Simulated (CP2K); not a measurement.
The C K edge of isocyanopyrazine was computed by TDDFT (CP2K XAS_TDP, aug-cc-pVDZ, TDA) at these levels: PBE, PBEh(45%) and PBEh(45%) + GW2X. The first three lines of C1 (bonded to N) with a strength over 0.0015, energy in eV and strength:

```
run           first          second           third
  1  288.49 (0.064)  288.94 (0.071)  293.39 (0.005)
  2  281.27 (0.065)  281.71 (0.073)  286.17 (0.005)
  3  267.68 (0.005)  268.23 (0.008)  270.13 (0.035)
```

Question: Which run is which?

Run 1: PBEh(45%) + GW2X (45 % exact exchange). Run 2: PBEh(45%) (45 % exact exchange). Run 3: PBE (0 % exact exchange). Self-interaction lifts the core level, so the uncorrected lines rise with the share of exact exchange. The GW2X run keeps the spacings of its parent: 0.45 eV between the first two lines in run 1, 0.44 eV in run 2. Its shift is +7.22 eV, since the Kohn–Sham level at this share of exchange lies that far above the quasiparticle level.

[Banner, clock and machine lines of the logs are left out without a mark of their own.]

[Logs are printed without paths, hosts, clocks, repeated set-up lines and the standing remarks that a program may print on its own settings, such as how far it seeks lower states.]

[Hosts, paths, dates, database ids (printed as entryN), source tags and the programs' standing remarks are cut or masked in the printed files.]
